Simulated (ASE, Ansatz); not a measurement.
# Structural relaxation of random hcp alloy of Hf and Zr (288 atoms)

How does random hcp alloy of Hf and Zr (288 atoms) relax, and what do bonds, charges and levels look like afterwards?

Calculated with Ansatz 0.2.0; Kohn-Sham DFT, PBE, PAW (set soft_2), plane waves.

## (1) Set-up

The cell holds 288 atoms: 180 Zr and 108 Hf. Cell: a = 19.309 Å, b = 19.309 Å, c = 20.444 Å, α = 90.0°, β = 90.0°, γ = 120.0°. It derives from Hf (hcp) and Zr, repeated 6×6×4. Hcp Hf, 6 x 6 x 4 conventional cells, 180 of 288 Hf sites given to Zr at random (x = 0.625), lattice by Vegard's rule (a = 3.218 Å, c = 5.111 Å); not relaxed, displaced by a Gaussian of 0.02 Å.

Before any run, some limits are plain. The host structure and its lattice constant were typed by rule, without a check against the phase diagram. Only the Γ point is sampled, in a cell whose shortest periodic width is 17 Å. Spin–orbit coupling is left out, which matters for the levels of the heavy elements.

## (2) Single point at the start

A single point comes first, to see the forces before anything moves.

The input, input.yaml:

```yaml
crystal:
  lattice:
    - [19.3086, 0.0, 0.0]
    - [-9.6543, 16.72174, 0.0]
    - [0.0, 0.0, 20.444]
  atoms:
    - { symbol: Zr, position: [0.00054, 0.00198, 0.99927] }
    - { symbol: Zr, position: [0.05582, 0.11217, 0.12354] }
    - { symbol: Hf, position: [0.00041, 0.00149, 0.25047] }
    - { symbol: Zr, position: [0.05674, 0.11156, 0.3743] }
    - { symbol: Hf, position: [0.00056, 0.00064, 0.49842] }
    - { symbol: Zr, position: [0.05609, 0.1121, 0.62486] }
    - { symbol: Hf, position: [0.99997, 0.99969, 0.74799] }
    - { symbol: Hf, position: [0.05851, 0.11274, 0.87318] }
    - { symbol: Hf, position: [0.9981, 0.16774, 0.00114] }
    - { symbol: Hf, position: [0.05567, 0.27855, 0.12568] }
    - { symbol: Zr, position: [0.00105, 0.16726, 0.24913] }
    - { symbol: Hf, position: [0.0545, 0.27608, 0.37398] }
    - { symbol: Zr, position: [0.99767, 0.16486, 0.49978] }
    - { symbol: Hf, position: [0.0565, 0.27948, 0.62286] }
    - { symbol: Zr, position: [0.00046, 0.16766, 0.74965] }
    - { symbol: Zr, position: [0.05629, 0.27924, 0.87466] }
    - { symbol: Zr, position: [0.99884, 0.33331, 0.00117] }
    - { symbol: Zr, position: [0.05551, 0.44497, 0.1238] }
    - { symbol: Zr, position: [0.99882, 0.33472, 0.25022] }
    - { symbol: Zr, position: [0.05717, 0.44534, 0.37844] }
    - { symbol: Hf, position: [0.00091, 0.33381, 0.50116] }
    - { symbol: Zr, position: [0.05574, 0.44341, 0.62621] }
    - { symbol: Zr, position: [0.00107, 0.33512, 0.75025] }
    - { symbol: Zr, position: [0.05396, 0.44462, 0.87413] }
    - { symbol: Zr, position: [0.00035, 0.50043, 0.99877] }
    - { symbol: Hf, position: [0.05558, 0.60998, 0.12552] }
    - { symbol: Zr, position: [0.99999, 0.50089, 0.24847] }
    - { symbol: Zr, position: [0.05411, 0.60927, 0.37484] }
    - { symbol: Hf, position: [0.99788, 0.49991, 0.49811] }
    - { symbol: Hf, position: [0.054, 0.60964, 0.62641] }
    - { symbol: Hf, position: [0.99944, 0.50103, 0.74883] }
    - { symbol: Zr, position: [0.05383, 0.60865, 0.87392] }
    [... 250 atom lines left out ...]
    - { symbol: Zr, position: [0.83485, 0.83464, 0.24958] }
    - { symbol: Zr, position: [0.88989, 0.9452, 0.37337] }
    - { symbol: Zr, position: [0.83195, 0.83372, 0.50055] }
    - { symbol: Hf, position: [0.8891, 0.94458, 0.6261] }
    - { symbol: Zr, position: [0.83354, 0.83581, 0.74891] }
    - { symbol: Zr, position: [0.89051, 0.94575, 0.87571] }
kpoints:
  mp_grid: { grid: [1, 1, 1] }
hamiltonian:
  xc: pbe
scf:
  occupations: { method: cold, width: 0.15 }
output:
  forces: true
  stress: true
  populations: true
  dos:
    method: { smearing: { sigma: 0.1 } }
    de: 0.1
    projected: { site_lists: { Hf: [Hf], Zr: [Zr] } }
  eigenvalues: true
```

The run is started by

```console
ansatz run input.yaml --threads 32 --pin off --max-ram 143360MiB --backend cuda --events-out ev --progress --plain --runs-dir out
```

Numbers of over 12 decimals in the logs are rounded to 6 here.

The log of the run:

```text
Engine: ansatz 0.2.0, aarch64-unknown-linux-gnu
Pseudopotentials: kind: paw
Pseudopotential: Zr, paw, valence charge 12, recommended cutoff 420 eV (normal), Zr.paw.azcp
Pseudopotential: Hf, paw, valence charge 26, recommended cutoff 420 eV (normal), Hf.paw.azcp
[... 5 lines on functional and potentials left out ...]
device memory: the entry about to start is reckoned to put 39.8 GiB on a device that reports 182.5 GiB free
GPU FFT provider: cuFFT
GPU libraries: cuBLAS 13.8.1, cuFFT 12.4.0, cuSOLVER 12.3.2
GPU matrix products: emulated (plane waves: as basis.precision tells), large ones in fixed point in workspaces of 1.00 GiB
Crystal: 288 atoms, lattice volume = 6600.824 Å³
Basis set: ecut = 420 eV, 128883 PW (Γ), exchange–correlation on 270×270×288 points (8 copies of the dense FFT grid, shifted against one another)
Bands: 2981, of which v1, the nominal top of the filled ones, is band 2484 counted from 1 (2483 counted from 0)
Symmetry: 1 space group operations
Space group: P1 (ITA 1), of the structure as read, at distance tolerance 1.9e-4 Å
k-points: 1
[... 5 lines on functional and potentials left out ...]
Initial density: superposition of atomic densities (neutral atoms: chi_scale 0, normalization atom), corrected by the library's trained network
Initial wavefunctions: pseudopotential atomic-orbital guess
GPU buffer pool allocated for 2624400 grid points (all kernels)
GPU transforms: local potential and band sums: pruned to the plane-wave sphere, on 135×135×144
Functional: x = pbe(κ = 0.804, μ = 0.219515), c = pbe(β = 0.066725)
SCF iter   1: F=—  HF=-2450993.958231 eV  |F-HF|=—  |Δ(HF+E_count)|=         —  Δρ=3.85e-3  dr2=5.80e0  ethr=1.77e-3  ⟨swp⟩=4.0  Hψ=8846  notcnv=0
preconditioner: auto → Kerker (q_TF=auto, 2.602 Å⁻¹)  [metal: Δε(μ)=0.003 eV  Ē_g=14.194 eV  σ=0.150 eV  W_gap=0.01  n_scr=1954 (ndim 8)  ℏωp=28.0 eV  f_vac=0.000  D(μ)=363.72/eV (n_scr^D=3512)]
SCF iter   2: F=—  HF=-2450993.858094 eV  |F-HF|=—  |Δ(HF+E_count)|=   1.00e-1  S|Δr|=    0.00e0  Δρ=1.98e-3  dr2=5.90e-1  ethr=1.17e-4  ⟨swp⟩=1.0  Hψ=3429  notcnv=0
SCF iter   3: F=—  HF=-2450993.898581 eV  |F-HF|=—  |Δ(HF+E_count)|=   4.05e-2  S|Δr|=    0.00e0  Δρ=7.04e-4  dr2=5.29e-2  ethr=1.19e-5  ⟨swp⟩=2.0  Hψ=3557  notcnv=0
SCF iter   4: F=—  HF=-2450993.921623 eV  |F-HF|=—  |Δ(HF+E_count)|=   2.30e-2  S|Δr|=    0.00e0  Δρ=3.49e-4  dr2=1.23e-2  ethr=1.06e-6  ⟨swp⟩=2.0  Hψ=5218  notcnv=0
SCF iter   5: F=—  HF=-2450993.879276 eV  |F-HF|=—  |Δ(HF+E_count)|=   4.23e-2  S|Δr|=    0.00e0  Δρ=1.12e-4  dr2=1.08e-3  ethr=2.47e-7  ⟨swp⟩=2.0  Hψ=5217  notcnv=0
SCF iter   6: F=—  HF=-2450993.879660 eV  |F-HF|=—  |Δ(HF+E_count)|=   3.84e-4  S|Δr|=    0.00e0  Δρ=4.02e-5  dr2=1.67e-4  ethr=2.18e-8  ⟨swp⟩=2.0  Hψ=5120  notcnv=0
SCF iter   7: F=—  HF=-2450993.907007 eV  |F-HF|=—  |Δ(HF+E_count)|=   2.73e-2  S|Δr|=    0.00e0  Δρ=1.34e-5  dr2=2.48e-5  ethr=3.36e-9  ⟨swp⟩=2.0  Hψ=5465  notcnv=0
SCF iter   8: F=—  HF=-2450993.907566 eV  |F-HF|=—  |Δ(HF+E_count)|=   5.59e-4  S|Δr|=    0.00e0  Δρ=7.27e-6  dr2=8.39e-6  ethr=5.00e-10  ⟨swp⟩=3.0  Hψ=5968  notcnv=0
SCF iter   9: F=—  HF=-2450993.907563 eV  |F-HF|=—  |Δ(HF+E_count)|=   3.18e-6  S|Δr|=    0.00e0  Δρ=2.11e-6  dr2=4.91e-7  ethr=1.69e-10  ⟨swp⟩=2.0  Hψ=5218  notcnv=0
SCF iter  10: F=-2450993.907563 eV  HF=-2450993.907563 eV  |F-HF|=6.71e-8  |Δ(HF+E_count)|=  9.31e-10  S|Δr|=    0.00e0  Δρ=7.92e-7  dr2=7.67e-8  ethr=2.01e-12  ⟨swp⟩=10.0  Hψ=10359  notcnv=0
SCF 1 converged in 10 iterations: F = -2450993.907563 eV  dr2 = 7.67e-8
  greatest PAW one-centre occupation: 0.999 electrons in one spin orbital (limit 2), on the Hf atom at site 77 (counted from 0), in its partial waves of l = 0
SCF converged after 10 iterations
Stability not checked: this state was not tested for a lower state beside it, because cold or Methfessel-Paxton smearing, or corrected tetrahedra, fill the levels in a way that the test cannot read (fill_not_monotonic; see scf.lower_state_search)
Free energy (F): -2450993.907563 eV
Harris-Foulkes:  -2450993.907563 eV  (|F-HF|=6.71e-8)
Internal energy: -2450992.646650 eV  (E = F + TS)
E sigma→0 (E₀):  -2450993.487259 eV
Entropy (-TS):   -1.260913 eV (-4.378 meV/atom)
Fermi energy:    16.246032 eV
Step filling:    the computed levels leave a gap of 0.0033 eV = 0.0 smearing widths at the electron count; against every level under it full and every level over it empty, smearing changes F+E_penalty+E_count by -429.368 meV and its σ→0 estimate by -9.064 meV
--- Per-component energies (eV) ---
  E_band       = -19356.073428
  E_kinetic    = 105714.095193
  E_local      = -824347.375490  (includes V_loc(G=0)·N_el)
  E_nonlocal   = -119901.650365
  E_hartree    = 371587.627062
  E_xc         = -61485.912045
  E_vxc        = -63082.027835  (∫ρ·V_xc dr)
  E_paw        = -1279936.364137  (= ΣΔE_a)
  E_vpaw       = 139085.646095  (= ΣTr[D̂ρ^β])
  E_aug_tail   = 0.004360  (compensation charges beyond the density's cutoff)
  E_ewald      = -642623.071229
  E_smearing   = -1.260913  (= −TS)
  E_closure    = 0.000000  (closes the sum)
  Σ components = -2450993.907563   (vs F -2450993.907563, Δ=0.00e0)
--- Forces (eV/Å), atoms counted from 1 ---
[... 288 lines of forces left out ...]
  max |Σ_I F_I| component: 7.64e-6 eV/Å
--- Stress (GPa, compression-positive) ---
        0.167170       0.030313       0.012535
        0.030313       0.206482      -0.000518
        0.012535      -0.000518       1.264891
  P = ⅓ Tr σ = 0.5462 GPa (5.462 kbar)
--- Band table (eV) ---
[... left out ...]
--- Löwdin populations: 288 sites ---
  site symbol       q [e]
[... 288 lines, one an atom, left out ...]
  spilling = 0.004346 (of n_electrons = 4968.000000)
```

Wall time 10 s (1 × NVIDIA GB200 with 32 threads of Arm Neoverse V2, shared host); peak memory 5.5 GiB.

The column dr2 measures how far the density is from self-consistency, as an energy; F and HF (Harris–Foulkes) agree once it is small.

That memory is the host's; the program planned up to 39.8 GiB on the GPU. Forces of this run were stored rounded, and per-atom blocks of the log weren't kept.

Read from the output:

```yaml
free_energy: -2450993.9076 eV
free_energy_per_atom: -8510.3955 eV/atom
scf_cycles: 10
pressure: 0.5462 GPa
r_m_s_force_component: 0.1607 eV/Å
longest_force: 0.5997 eV/Å
fermi_energy: 16.25 eV
levels_partly_filled_by_over_2_per_cent: 66
spilling_of_the_projection: 0.004346
```

The r.m.s. force component of 0.16 eV/Å and the pressure of 0.55 GPa set the starting point.

Length of the force by element:

| element | coordination | atoms | mean length of the force (eV/Å) | spread | least | most |
| --- | --- | --- | --- | --- | --- | --- |
| Hf | all | 108 | 0.258 | 0.110 | 0.0413 | 0.573 |
| Zr | all | 180 | 0.254 | 0.111 | 0.0407 | 0.600 |

## (3) Relaxation

With the cell held, the atoms are moved downhill towards a nearby minimum.

input.yaml, the sections that differ from step 2:

```yaml
output:
  forces: true
relax:
  f_tol: 0.03
  max_steps: 68
# crystal, kpoints, hamiltonian, scf: as in step 2
```

The log of the run:

```text
[...]
GPU FFT provider: cuFFT
GPU libraries: cuBLAS 13.8.1, cuFFT 12.4.0, cuSOLVER 12.3.2
[...]
Crystal: 288 atoms, lattice volume = 6600.824 Å³
Basis set: ecut = 420 eV, 128883 PW (Γ), exchange–correlation on 270×270×288 points (8 copies of the dense FFT grid, shifted against one another)
Bands: 2981, of which v1, the nominal top of the filled ones, is band 2484 counted from 1 (2483 counted from 0)
Symmetry: 1 space group operations
[...]
k-points: 1
[...]
GPU buffer pool allocated for 2624400 grid points (all kernels)
[...]
SCF iter   1: F=—  HF=-2450993.958267 eV  |F-HF|=—  |Δ(HF+E_count)|=         —  Δρ=3.85e-3  dr2=5.80e0  ethr=1.77e-3  ⟨swp⟩=4.0  Hψ=8846  notcnv=0
[...]
SCF iter   8: F=-2450993.907552 eV  HF=-2450993.907567 eV  |F-HF|=1.46e-5  |Δ(HF+E_count)|=   2.79e-6  S|Δr|=    0.00e0  Δρ=7.28e-6  dr2=8.43e-6  ethr=4.53e-10  ⟨swp⟩=5.0  Hψ=8715  notcnv=0
SCF 1 converged in 8 iterations: F = -2450993.907552 eV  dr2 = 8.43e-6
[...]
relax step   1: F+E_penalty+E_count = -2450993.90755249 eV  Δ(F+E_penalty+E_count) = +0.000e0 eV  max|allowed force component| = 5.951e-1 eV/Å  Δτ_max = 0.0000 Å  (8 SCF iters, dr2 threshold 2.25e-5 eV, accepted)
[...]
relax step   2: F+E_penalty+E_count = -2450993.28395745 eV  Δ(F+E_penalty+E_count) = +6.236e-1 eV  max|allowed force component| = 7.339e-1 eV/Å  Δτ_max = 0.1638 Å  (9 SCF iters, dr2 threshold 2.21e-5 eV, rejected (line search))
[...]
relax step   3: F+E_penalty+E_count = -2450995.34504224 eV  Δ(F+E_penalty+E_count) = -1.437e0 eV  max|allowed force component| = 5.272e-2 eV/Å  Δτ_max = 0.0819 Å  (11 SCF iters, accepted)
[...]
relax step   4: F+E_penalty+E_count = -2450995.36789879 eV  Δ(F+E_penalty+E_count) = -2.286e-2 eV  max|allowed force component| = 7.475e-3 eV/Å  Δτ_max = 0.0150 Å  (9 SCF iters, accepted)
SCF converged after 9 iterations
[...]
Free energy (F): -2450995.367899 eV
[...]
Internal energy: -2450994.146660 eV  (E = F + TS)
E sigma→0 (E₀):  -2450994.960819 eV
Entropy (-TS):   -1.221239 eV (-4.240 meV/atom)
Fermi energy:    16.249047 eV
[...]
--- Forces (eV/Å), atoms counted from 1 ---
[... 288 lines of forces left out ...]
  max |Σ_I F_I| component: 6.10e-6 eV/Å
--- Relaxed structure (4 steps of the walk, 3 accepted, 0 SCFs on fresh bases) ---
  F+E_penalty+E_count = -2450995.36789879 eV   max|allowed force component| = 7.475e-3 eV/Å
  atoms:
[... 288 atom lines left out ...]
```

Wall time 23 s (1 × NVIDIA GB200 with 32 threads); peak memory 2.4 GiB; 54 s of CPU time.

That memory is the host's; the program planned up to 39 GiB on the GPU.

Relaxation path:

| step | energy less that of the first step (eV) | largest force component (eV/Å) |
| --- | --- | --- |
| 1 | 0.0000 | 0.5951 |
| 2 | 0.6236 | 0.7339 |
| 3 | -1.4375 | 0.0527 |
| 4 | -1.4603 | 0.0075 |

Relaxation step 2 was tried and not accepted.

The atoms that moved most (Å):

| atom | dx | dy | dz | length |
| --- | --- | --- | --- | --- |
| Zr222 | -0.044 | -0.060 | -0.048 | 0.089 |
| Zr100 | -0.078 | -0.013 | -0.030 | 0.085 |
| Zr128 | 0.083 | -0.007 | -0.008 | 0.084 |
| Hf102 | -0.038 | 0.069 | 0.003 | 0.078 |
| Hf139 | -0.006 | 0.069 | 0.037 | 0.078 |
| Hf177 | 0.067 | 0.025 | -0.029 | 0.078 |
| Hf234 | -0.033 | -0.037 | 0.057 | 0.075 |
| Zr262 | 0.000 | -0.018 | 0.071 | 0.073 |

The relaxation changed the energy by -5.07 meV/atom, and atoms moved by 0.042 Å r.m.s., 0.089 Å at most.

## (4) Structure statistics after relaxation

Bonds before and after, by the cutoffs listed below:

| pair | bonds before | bonds after | mean before (Å) | mean after (Å) | spread before (Å) | spread after (Å) |
| --- | --- | --- | --- | --- | --- | --- |
| Zr-Zr | 671 | 671 | 3.189 | 3.198 | 0.042 | 0.032 |
| Zr-Hf | 818 | 818 | 3.189 | 3.185 | 0.041 | 0.034 |
| Hf-Hf | 239 | 239 | 3.189 | 3.177 | 0.041 | 0.034 |

Density 8.98 g/cm³, 22.92 Å³ an atom.

Pair distribution functions g(r), in bins of 0.1 Å:

| r (Å) | total | Zr-Zr | Zr-Hf | Hf-Hf |
| --- | --- | --- | --- | --- |
| 3.05 | 0.00 | 0.00 | 0.00 | 0.00 |
| 3.15 | 12.80 | 11.60 | 13.10 | 14.80 |
| 3.25 | 8.76 | 9.67 | 8.67 | 6.58 |
| 3.35 | 0.00 | 0.00 | 0.00 | 0.00 |
| 3.45 | 0.00 | 0.00 | 0.00 | 0.00 |
| 3.55 | 0.00 | 0.00 | 0.00 | 0.00 |
| 3.65 | 0.00 | 0.00 | 0.00 | 0.00 |
| 3.75 | 0.00 | 0.00 | 0.00 | 0.00 |
| 3.85 | 0.00 | 0.00 | 0.00 | 0.00 |
| 3.95 | 0.00 | 0.00 | 0.00 | 0.00 |
| 4.05 | 0.00 | 0.00 | 0.00 | 0.00 |
| 4.15 | 0.00 | 0.00 | 0.00 | 0.00 |
| 4.25 | 0.00 | 0.00 | 0.00 | 0.00 |
| 4.35 | 0.00 | 0.00 | 0.00 | 0.00 |
| 4.45 | 1.78 | 2.07 | 1.66 | 1.35 |
| 4.55 | 3.60 | 3.42 | 3.55 | 4.31 |
| 4.65 | 0.00 | 0.00 | 0.00 | 0.00 |
| 4.75 | 0.00 | 0.00 | 0.00 | 0.00 |
| 4.85 | 0.00 | 0.00 | 0.00 | 0.00 |
| 4.95 | 0.00 | 0.00 | 0.00 | 0.00 |
| 5.05 | 0.37 | 0.43 | 0.40 | 0.14 |
| 5.15 | 1.02 | 0.91 | 1.09 | 1.10 |
| 5.25 | 0.00 | 0.00 | 0.00 | 0.00 |
| 5.35 | 0.00 | 0.00 | 0.00 | 0.00 |
| 5.45 | 0.09 | 0.05 | 0.11 | 0.15 |
| 5.55 | 10.20 | 10.30 | 10.10 | 10.40 |
| 5.65 | 0.34 | 0.40 | 0.32 | 0.26 |
| 5.75 | 0.00 | 0.00 | 0.00 | 0.00 |
| 5.85 | 0.00 | 0.00 | 0.00 | 0.00 |
| 5.95 | 0.05 | 0.07 | 0.03 | 0.08 |
| 6.05 | 5.95 | 5.84 | 6.10 | 5.71 |
| 6.15 | 0.00 | 0.00 | 0.00 | 0.00 |
| 6.25 | 0.00 | 0.00 | 0.00 | 0.00 |
| 6.35 | 0.10 | 0.11 | 0.08 | 0.13 |
| 6.45 | 2.53 | 2.53 | 2.54 | 2.52 |
| 6.55 | 0.01 | 0.00 | 0.02 | 0.00 |
| 6.65 | 0.00 | 0.00 | 0.00 | 0.00 |
| 6.75 | 0.00 | 0.00 | 0.00 | 0.00 |
| 6.85 | 0.00 | 0.00 | 0.00 | 0.00 |
| 6.95 | 0.00 | 0.00 | 0.00 | 0.00 |
| 7.05 | 0.00 | 0.00 | 0.00 | 0.00 |
| 7.15 | 4.05 | 4.02 | 4.12 | 3.94 |
| 7.25 | 0.20 | 0.17 | 0.24 | 0.14 |
| 7.35 | 0.00 | 0.00 | 0.00 | 0.00 |

Neighbours by pair of elements; one cutoff, the widest of the pairs' first minima of g(r), serves all pairs of this metal:

| pair A-B | cutoff (Å) | bonds | mean length (Å) | spread (Å) | shortest (Å) | B about A | A about B |
| --- | --- | --- | --- | --- | --- | --- | --- |
| Zr-Zr | 3.62 | 671 | 3.20 | 0.032 | 3.13 | 7.46 | 7.46 |
| Zr-Hf | 3.62 | 818 | 3.19 | 0.034 | 3.11 | 4.54 | 7.57 |
| Hf-Hf | 3.62 | 239 | 3.18 | 0.034 | 3.11 | 4.43 | 4.43 |

How many atoms have how many bonded neighbours:

| element | mean | 12 |
| --- | --- | --- |
| Hf | 12 | 108 |
| Zr | 12 | 180 |

For some of the pairs, g(r) has its first main peak near 3.20 Å (Zr-Zr), 3.19 Å (Zr-Hf) and 3.17 Å (Hf-Hf). Counting bonds as in the table, all Hf atoms have 12 and all Zr atoms have 12 bonded neighbours.

(Part 1 of 2 ends here.)

[Logs are printed without paths, hosts, clocks, repeated set-up lines and the standing remarks that a program may print on its own settings, such as how far it seeks lower states.]

[Hosts, paths, dates, database ids (printed as entryN), source tags and the programs' standing remarks are cut or masked in the printed files.]
